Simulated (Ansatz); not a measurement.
# What SbP (model cell, started as NiAs type) distorts into, part 2 of 3

Wanted: the energy along a soft mode of SbP (model cell, started as NiAs type) and the structure at the end.

Ansatz 0.2.0; DFT r2SCAN, scalar-relativistic, plane waves, PAW.

So far. Step 4 (The mode frozen in, largest atomic shift 0.32 Å): The run ends at a pressure of 6.47 GPa, with forces up to 0.12 eV/Å. Step 5 (Energy along the mode, all amplitudes (two of the runs …): The lowest of the steps tried is at 0.32 Å, 58.6 meV/atom below the parent; the bottom of the well need not coincide with a step.

The structure was built from a prototype and need not be the compound's stable phase.

### 6. Relaxation from the frozen mode

Starting from the lowest point found, all atoms and the cell are let go, so that strain and other modes of the same symmetry can join in.

Input file input.yaml:

```yaml
crystal:
  lattice:
    - [3.8101862182, 2.9157e-06, 0.0]
    - [-1.9050956341, 3.2997166003, 0.0]
    - [0.0, 0.0, 7.137504629]
  atoms:
    - { symbol: Sb, position: [0.0, 0.0, 0.0114049371] }
    - { symbol: Sb, position: [0.0, 0.0, 0.5114049371] }
    - { symbol: P, position: [0.3333333333, 0.6666666667, 0.2051664039] }
    - { symbol: P, position: [0.6666666667, 0.3333333333, 0.7051664039] }
kpoints:
  mp_grid: { grid: [12, 12, 6] }
hamiltonian:
  xc: r2scan
scf:
  occupations: { method: methfessel_paxton, width: 0.2 }
output:
  forces: true
  stress: true
  eigenvalues: true
  write_density: true
  write_potential: true
  elf: true
  volumetric_format: npy
relax:
  adjacent_minimum: "off"
  f_tol: 0.002
  max_steps: 120
  cell: { stress_tol: 0.03 }
```

The run is started by

```bash
$ ansatz run input.yaml --threads 4 --pin off --max-ram 7168MiB --backend cpu --events-out ev --progress --plain --runs-dir out
```

Numbers of over 12 decimals in the logs are rounded to 6 here.

The program printed:

```text
[...]
Crystal: 4 atoms, lattice volume = 89.737 Å³
Basis set: ecut = 500 eV, 2229 PW (Γ), exchange–correlation on 120×120×216 points (64 copies of the dense FFT grid, shifted against one another)
Bands: 24, of which v1, the nominal top of the filled ones, is band 20 counted from 1 (19 counted from 0)
Symmetry: 12 space group operations
[...]
k-points: 76 of 864 (time reversal used)
[...]
SCF iter   1: F=—  HF=-14515.565840 eV  |F-HF|=—  |Δ(HF+E_count)|=         —  Δρ=5.36e-3  dr2=1.75e-2  dr2_τ=1.03e-2  ethr=1.77e-3  ⟨swp⟩=7.2  Hψ=9019  notcnv=0
[...]
SCF iter   7: F=-14515.613530 eV  HF=-14515.613530 eV  |F-HF|=1.75e-8  |Δ(HF+E_count)|=   1.07e-7  S|Δr|=    0.00e0  Δρ=5.41e-6  dr2=2.88e-8  dr2_τ=8.04e-10  ethr=2.50e-10  ⟨swp⟩=12.8  Hψ=15408  notcnv=0
SCF 1 converged in 7 iterations: F = -14515.613530 eV  dr2 = 2.88e-8
[...]
relax step   1: F+E_penalty+E_count = -14515.61352990 eV  Δ(F+E_penalty+E_count) = +0.000e0 eV  max|allowed force component| = 1.221e-1 eV/Å  Δτ_max = 0.0000 Å  P = +6.466 GPa  Ω = 89.737 Å³  (7 SCF iters, dr2 threshold 1.00e-7 eV, accepted)
Crystal: 4 atoms, lattice volume = 96.205 Å³
Basis set: ecut = 500 eV, 2397 PW (Γ), exchange–correlation on 120×120×216 points (64 copies of the dense FFT grid, shifted against one another)
[...]
iter 1 solved again at ethr=1.27e-5 eV; its pass at ethr=3.10e-3 eV (dr2=5.09e-3 eV) is discarded
[...]
SCF iter   9: F=-14515.859802 eV  HF=-14515.859802 eV  |F-HF|=9.39e-8  |Δ(HF+E_count)|=   2.44e-7  S|Δr|=    0.00e0  Δρ=8.33e-6  dr2=1.46e-7  dr2_τ=1.52e-9  ethr=1.00e-9  ⟨swp⟩=11.5  Hψ=15534  notcnv=0
SCF 2 converged in 9 iterations: F = -14515.859802 eV  dr2 = 1.46e-7
[...]
relax step   2: F+E_penalty+E_count = -14515.85980195 eV  Δ(F+E_penalty+E_count) = -2.463e-1 eV  max|allowed force component| = 3.156e-1 eV/Å  Δτ_max = 0.0158 Å  P = +1.236 GPa  Ω = 96.205 Å³  energy of the carried Pulay correction = -5.277e-4 eV  (9 SCF iters, dr2 threshold 4.00e-7 eV, accepted)
Crystal: 4 atoms, lattice volume = 100.442 Å³
Basis set: ecut = 500 eV, 2507 PW (Γ), exchange–correlation on 120×120×216 points (64 copies of the dense FFT grid, shifted against one another)
[...]
SCF iter   9: F=-14515.996320 eV  HF=-14515.996320 eV  |F-HF|=5.85e-8  |Δ(HF+E_count)|=   7.24e-8  S|Δr|=    0.00e0  Δρ=7.21e-6  dr2=1.07e-7  dr2_τ=7.20e-10  ethr=1.00e-9  ⟨swp⟩=11.4  Hψ=14072  notcnv=0
SCF 3 converged in 9 iterations: F = -14515.996320 eV  dr2 = 1.07e-7
relax step   3: F+E_penalty+E_count = -14515.99631958 eV  Δ(F+E_penalty+E_count) = -1.365e-1 eV  max|allowed force component| = 3.286e-1 eV/Å  Δτ_max = 0.0338 Å  P = -0.110 GPa  Ω = 100.442 Å³  energy of the carried Pulay correction = -8.540e-4 eV  (9 SCF iters, dr2 threshold 4.00e-7 eV, accepted)
[... from here on, the SCF cycles and remarks between the steps are left out ...]
relax step   4: F+E_penalty+E_count = -14516.08332930 eV  Δ(F+E_penalty+E_count) = -8.701e-2 eV  max|allowed force component| = 7.192e-2 eV/Å  Δτ_max = 0.0463 Å  P = +0.176 GPa  Ω = 104.191 Å³  energy of the carried Pulay correction = -1.131e-3 eV  (7 SCF iters, dr2 threshold 4.00e-7 eV, accepted)
relax step   5: F+E_penalty+E_count = -14516.11728814 eV  Δ(F+E_penalty+E_count) = -3.396e-2 eV  max|allowed force component| = 2.455e-1 eV/Å  Δτ_max = 0.0043 Å  P = -0.324 GPa  Ω = 106.054 Å³  energy of the carried Pulay correction = -1.265e-3 eV  (7 SCF iters, dr2 threshold 4.00e-7 eV, accepted)
relax step   6: F+E_penalty+E_count = -14516.12881427 eV  Δ(F+E_penalty+E_count) = -1.153e-2 eV  max|allowed force component| = 8.271e-3 eV/Å  Δτ_max = 0.0239 Å  P = -0.068 GPa  Ω = 108.533 Å³  energy of the carried Pulay correction = -1.439e-3 eV  (6 SCF iters, dr2 threshold 4.00e-7 eV, accepted)
relax step   7: F+E_penalty+E_count = -14516.12886589 eV  Δ(F+E_penalty+E_count) = -5.162e-5 eV  max|allowed force component| = 3.226e-4 eV/Å  Δτ_max = 0.0006 Å  P = -0.001 GPa  Ω = 108.332 Å³  energy of the carried Pulay correction = -1.425e-3 eV  (5 SCF iters, dr2 threshold 1.67e-8 eV, accepted)
relax step   8: F+E_penalty+E_count = -14516.13560423 eV  Δ(F+E_penalty+E_count) = -6.738e-3 eV  max|allowed force component| = 1.838e-3 eV/Å  Δτ_max = 0.0000 Å  P = +0.083 GPa  Ω = 108.332 Å³  stress off target by 2.29e-1 GPa  SCF on the basis re-selected at this cell (its energy is not comparable with the rows above)  (7 SCF iters)
relax step   9: F+E_penalty+E_count = -14516.13652968 eV  Δ(F+E_penalty+E_count) = -9.254e-4 eV  max|allowed force component| = 4.690e-3 eV/Å  Δτ_max = 0.0052 Å  P = +0.069 GPa  Ω = 109.158 Å³  energy of the carried Pulay correction = -6.794e-5 eV  (5 SCF iters, dr2 threshold 1.31e-7 eV, accepted)
relax step  10: F+E_penalty+E_count = -14516.13659511 eV  Δ(F+E_penalty+E_count) = -6.544e-5 eV  max|allowed force component| = 2.053e-4 eV/Å  Δτ_max = 0.0018 Å  P = -0.005 GPa  Ω = 109.576 Å³  energy of the carried Pulay correction = -1.022e-4 eV  (5 SCF iters, dr2 threshold 2.02e-8 eV, accepted)
Basis set: ecut = 500 eV, 2745 PW (Γ), exchange–correlation on 120×120×288 points (64 copies of the dense FFT grid, shifted against one another)
[...]
SCF iter   1: F=—  HF=-14516.136702 eV  |F-HF|=—  |Δ(HF+E_count)|=         —  Δρ=7.71e-6  dr2=1.13e-8  dr2_τ=5.86e-8  ethr=4.96e-7  ⟨swp⟩=4.2  Hψ=14237  notcnv=0
eigensolver tolerance schedule: the retry pair's looser diagonalisation over-reported the residual by 17507.50 of it (diagonalisation noise at an unbounded share of the residual, at the tolerance the schedule requests for it); recorded, not acted on — ethr = c·dr2/N_el stays at c = 1.0e-1
[...]
SCF iter   2: F=—  HF=-14516.136701 eV  |F-HF|=—  |Δ(HF+E_count)|=   1.45e-6  S|Δr|=    0.00e0  Δρ=2.46e-6  dr2=7.02e-9  dr2_τ=2.54e-10  ethr=2.83e-11  ⟨swp⟩=4.2  Hψ=5516  notcnv=0
[...]
SCF iter   6: F=-14516.136701 eV  HF=-14516.136701 eV  |F-HF|=5.46e-12  |Δ(HF+E_count)|=  1.82e-12  S|Δr|=    0.00e0  Δρ=2.66e-8  dr2=1.52e-12  dr2_τ=1.02e-14  ethr=1.00e-12  ⟨swp⟩=7.5  Hψ=9511  notcnv=0
SCF 11 converged in 6 iterations: F = -14516.136701 eV  dr2 = 1.52e-12
relax step  11: F+E_penalty+E_count = -14516.13670087 eV  Δ(F+E_penalty+E_count) = -1.058e-4 eV  max|allowed force component| = 1.715e-4 eV/Å  Δτ_max = 0.0000 Å  P = -0.005 GPa  Ω = 109.576 Å³  stress off target by 1.17e-2 GPa  SCF on the basis re-selected at this cell (its energy is not comparable with the rows above)  (6 SCF iters)
[...]
SCF converged after 6 iterations
[...]
Free energy (F): -14516.136701 eV
[...]
Internal energy: -14516.136836 eV  (E = F + TS)
E sigma→0 (E₀):  -14516.136735 eV
Entropy (-TS):   0.000135 eV (0.034 meV/atom)
Fermi energy:    7.970220 eV
Step filling:    the computed levels leave a gap of 0.0623 eV = 0.3 smearing widths at the electron count; against every level under it full and every level over it empty, smearing changes F+E_penalty+E_count by -0.630 meV and its σ→0 estimate by -0.664 meV
[...]
--- Forces (eV/Å), atoms counted from 1 ---
  atom   1  Sb     0.00000000     0.00000000    -0.00017232
  atom   2  Sb    -0.00000000    -0.00000000    -0.00017232
  atom   3  P     -0.00000000    -0.00000000     0.00017070
  atom   4  P      0.00000000     0.00000000     0.00017070
  max |Σ_I F_I| component: 3.24e-6 eV/Å
--- Stress (GPa, compression-positive) ---
       -0.011705       0.000000      -0.000000
        0.000000      -0.011705      -0.000000
       -0.000000      -0.000000       0.007143
  P = ⅓ Tr σ = -0.0054 GPa (-0.054 kbar)
--- Band table (eV; the first three rows and the last of 76) ---
  k-point 0: bands = [... 16 lower, 6.0909, 6.2445, 6.2445, 8.5182, 8.8790, 9.4405, 10.0504, 10.0504]
  k-point 1: bands = [... 16 lower, 6.1010, 6.2339, 6.2339, 8.1165, 9.0945, 9.4380, 10.0598, 10.0598]
  k-point 2: bands = [... 16 lower, 6.1285, 6.2053, 6.2053, 7.4112, 9.2857, 9.4248, 10.0868, 10.0868]
  k-point 75: bands = [... 16 lower, 4.5147, 4.5147, 4.8140, 4.8140, 8.2195, 8.2195, 11.9197, 11.9197]
--- Relaxed structure (9 steps of the walk, 9 accepted, 2 SCFs on fresh bases) ---
  F+E_penalty+E_count = -14516.13670087 eV   max|allowed force component| = 1.715e-4 eV/Å   (the final SCF, on the basis selected at the relaxed cell)
  cell:  # Å, volume = 109.5756 Å³
    - [3.774219, 2.8881365784591544e-6, 0]
    - [-1.887112, 3.268568, 1.4349935907618486e-17]
    - [0, 3.103985777358901e-17, 8.882373]
  atoms:
    - { symbol: Sb, position: [3.6618763633896195e-19, 7.323743019795527e-19, 0.029703] }
    - { symbol: Sb, position: [3.6618763633900393e-19, 7.32374301979558e-19, 0.529703] }
    - { symbol: P, position: [0.333333, 0.666667, 0.186868] }
    - { symbol: P, position: [0.666667, 0.333333, 0.686868] }
```

Elapsed: 2.3 min, on 4 threads of Arm Neoverse V1, shared host; peak memory 0.74 GiB; 9.1 min of CPU time.

Relaxation path:

| step | energy less that of the first step (eV) | largest force component (eV/Å) | pressure (GPa) | volume (Å³) |
| --- | --- | --- | --- | --- |
| 1 | 0.0000 | 0.1221 | 6.47 | 89.74 |
| 2 | -0.2463 | 0.3156 | 1.24 | 96.20 |
| 3 | -0.3828 | 0.3286 | -0.11 | 100.44 |
| 4 | -0.4698 | 0.0719 | 0.18 | 104.19 |
| 5 | -0.5038 | 0.2455 | -0.32 | 106.05 |
| 6 | -0.5153 | 0.0083 | -0.07 | 108.53 |
| 7 | -0.5153 | 0.0003 | 0.00 | 108.33 |
| 8* | -0.5221 | 0.0018 | 0.08 | 108.33 |
| 9 | -0.5230 | 0.0047 | 0.07 | 109.16 |
| 10 | -0.5231 | 0.0002 | -0.01 | 109.58 |
| 11* | -0.5232 | 0.0002 | -0.01 | 109.58 |

Relaxation steps marked * repeat the geometry before them on a plane-wave basis chosen anew for their cell, so energy and pressure can jump there.

Forces are held to the 12 operations that the run works with; a distortion that breaks them can't arise in this run.

| cell as run | before | after | change |
| --- | --- | --- | --- |
| a (Å) | 3.810 | 3.774 | -0.9 % |
| b (Å) | 3.810 | 3.774 | -0.9 % |
| c (Å) | 7.138 | 8.882 | +24.4 % |
| volume (Å³/atom) | 22.43 | 27.39 | +22.1 % |

The atoms that moved most (Å, as changes of fractional coordinates times the final cell):

| atom | dx | dy | dz | length |
| --- | --- | --- | --- | --- |
| P4 | 0.000 | 0.000 | -0.163 | 0.163 |
| Sb1 | 0.000 | 0.000 | 0.163 | 0.163 |
| Sb2 | 0.000 | 0.000 | 0.163 | 0.163 |
| P3 | 0.000 | 0.000 | -0.163 | 0.163 |

Final coordinates:

```cif
data_structure
_symmetry_space_group_name_H-M 'P 1'
_symmetry_Int_Tables_number 1
_cell_length_a 3.7742
_cell_length_b 3.7742
_cell_length_c 8.8824
_cell_angle_alpha 90.000
_cell_angle_beta 90.000
_cell_angle_gamma 120.000
_cell_volume 109.58
loop_
_atom_site_label
_atom_site_type_symbol
_atom_site_fract_x
_atom_site_fract_y
_atom_site_fract_z
_atom_site_occupancy
Sb1 Sb 0.00000 0.00000 0.02970 1
Sb2 Sb 0.00000 0.00000 0.52970 1
P3 P 0.33333 0.66667 0.18687 1
P4 P 0.66667 0.33333 0.68687 1
```

This step gave:

| Quantity | Value |
| --- | --- |
| pressure | -0.005423 GPa |
| volume per atom | 27.39 Å³ |

Valence density in the ac plane at fractional y = 0.000, with atoms of Sb within 0.2 Å of it. It is the smooth field of the valence electrons, not physical close to the nuclei.

Values in e/Å³, 24 rows by 14 columns, each cell a mean:
```
 4  3  1  1  0  0  0  0  0  0  0  1  2  3
 1  1  0  0  0  0  0  0  0  0  0  0  1  1
 0  0  0  0  0  0  0  0  0  0  0  0  0  0
 0  0  0  0  0  0  0  0  0  0  0  0  0  0
 0  0  0  0  0  0  0  0  0  0  0  0  0  0
 0  0  0  0  0  0  0  0  0  0  0  0  0  0
 0  0  0  0  0  0  0  0  0  0  0  0  0  0
 0  0  0  0  0  0  0  0  0  0  0  0  0  0
 1  1  0  0  0  0  0  0  0  0  0  0  0  1
 5  3  1  1  0  0  0  0  0  0  0  1  2  3
17 10  3  1  0  0  0  0  0  0  0  1  5 12
17 10  4  1  0  0  0  0  0  0  0  1  5 12
 5  3  1  1  0  0  0  0  0  0  0  1  2  4
 1  1  0  0  0  0  0  0  0  0  0  0  1  1
 0  0  0  0  0  0  0  0  0  0  0  0  0  0
 0  0  0  0  0  0  0  0  0  0  0  0  0  0
 0  0  0  0  0  0  0  0  0  0  0  0  0  0
 0  0  0  0  0  0  0  0  0  0  0  0  0  0
 0  0  0  0  0  0  0  0  0  0  0  0  0  0
 0  0  0  0  0  0  0  0  0  0  0  0  0  0
 1  1  0  0  0  0  0  0  0  0  0  0  0  1
 5  3  1  1  0  0  0  0  0  0  0  1  2  3
17 10  3  1  0  0  0  0  0  0  0  1  5 12
18 11  4  1  0  0  0  0  0  0  0  1  5 13
```
Columns run along a (3.8 Å), rows up along c (8.9 Å). Atoms in or near the plane, at fractional coordinates: Sb at (0.00, 0.03), Sb at (0.00, 0.53).

ELF in the ac plane at fractional y = 0.000, with atoms of Sb within 0.2 Å of it. It is the smooth field of the valence electrons, not physical close to the nuclei.

Ten even steps from '_' (0.00) to '@' (0.71), each cell a mean:
```
..::==**##++::..::**##**==::
**####%%##==..__..++%%%%##**
@@@@@@##==..______::==%%@@@@
**++==::....::::......::==**
..____..::==**##**--..______
____..::++%%@@@@@@##==::..__
..::::++##@@@@@@@@%%**==::..
----==**%%@@@@@@@@@@%%**==--
----==**%%%%%%%%%%%%%%++==--
..::--==**##****####**==--..
____..==++++====++**++--..__
____::==++++--::--++++==..__
..::==**##++::..::**##**==::
**####%%##==..__..++%%%%##**
@@@@@@##==..______::++%%@@@@
**++==........::......::==**
______..::==**##**--..______
____..::++%%@@@@@@##==::..__
..::--++##@@@@@@@@%%**==::::
----==**%%@@@@@@@@@@%%**==--
----==**%%%%%%%%%%%%##++==--
..::--==**##****####**==--::
____..==++++====++**++--..__
____::==++++--::--++++==..__
```
Columns run along a (3.8 Å), rows up along c (8.9 Å). Atoms in or near the plane, at fractional coordinates: Sb at (0.00, 0.03), Sb at (0.00, 0.53).

Electrostatic potential energy in the ac plane at fractional y = 0.000, with atoms of Sb within 0.2 Å of it. With pseudopotentials it is smooth inside the atoms' cores, unlike the true potential.

Ten even steps from '0' (-20 eV) to '9' (11 eV), each cell a mean:
```
00147899986300
33578999998653
78899999999988
99999999999999
99999999999999
99999998999999
99999888889999
77888877888887
23578888888643
00047888886200
00015899874000
00025899975100
00147899986300
33578999998643
78899999999988
99999999999999
99999999999999
99999998999999
99999888889999
77888877888887
23578888888643
00147888886300
00015899874000
00015899974000
```
Columns run along a (3.8 Å; values clipped at the 3rd and 97th percentile), rows up along c (8.9 Å). Atoms in or near the plane, at fractional coordinates: Sb at (0.00, 0.03), Sb at (0.00, 0.53).

The distorted start has space group P6_3mc; the relaxation ends in P6_3mc.

### 7. The new phase in its own primitive cell

The relaxed structure is symmetrised, reduced to its primitive cell and relaxed tightly, as its phonons need.

Input file input.yaml:

```yaml
crystal:
  lattice:
    - [3.7742193329, 0.0, 0.0]
    - [-1.8871096664, 3.2685698217, 0.0]
    - [0.0, 0.0, 8.8823733917]
  atoms:
    - { symbol: Sb, position: [0.0, 0.0, 0.0297029761] }
    - { symbol: Sb, position: [0.0, 0.0, 0.5297029761] }
    - { symbol: P, position: [0.3333333333, 0.6666666667, 0.1868683649] }
    - { symbol: P, position: [0.6666666667, 0.3333333333, 0.6868683649] }
kpoints:
  mp_grid: { grid: [15, 15, 6] }
hamiltonian:
  xc: r2scan
scf:
  occupations: { method: methfessel_paxton, width: 0.2 }
output:
  forces: true
  stress: true
  eigenvalues: true
relax:
  adjacent_minimum: "off"
  f_tol: 0.001
  max_steps: 60
  cell: { stress_tol: 0.01 }
```

The program printed:

```text
[...]
Crystal: 4 atoms, lattice volume = 109.576 Å³
Basis set: ecut = 500 eV, 2745 PW (Γ), exchange–correlation on 120×120×288 points (64 copies of the dense FFT grid, shifted against one another)
Bands: 24, of which v1, the nominal top of the filled ones, is band 20 counted from 1 (19 counted from 0)
Symmetry: 12 space group operations
[...]
cell:  # Å, volume = 109.6616 Å³
    - [3.773387, -2.8861191558316954e-11, -5.149615579998103e-19]
    - [-1.886693, 3.267849, 2.5349105374597074e-19]
    - [-1.2119276695675318e-18, 0, 8.893265]
  atoms:
    - { symbol: Sb, position: [0, 0, 0.029773] }
    - { symbol: Sb, position: [0, 0, 0.529773] }
    - { symbol: P, position: [0.333333, 0.666667, 0.186799] }
    - { symbol: P, position: [0.666667, 0.333333, 0.686799] }
[key lines of the parts left out:]
SCF converged after 6 iterations
Free energy (F): -14516.135009 eV
Fermi energy:    7.996055 eV
P = ⅓ Tr σ = 0.0003 GPa (0.003 kbar)
```

Run time: 1.7 min. Hardware: 4 threads; peak memory 0.81 GiB.

[end of part 2 of 3]

[Logs are printed without paths, hosts, clocks, repeated set-up lines and the standing remarks that a program may print on its own settings, such as how far it seeks lower states.]

[Hosts, paths, dates, database ids (printed as entryN), source tags and the programs' standing remarks are cut or masked in the printed files.]
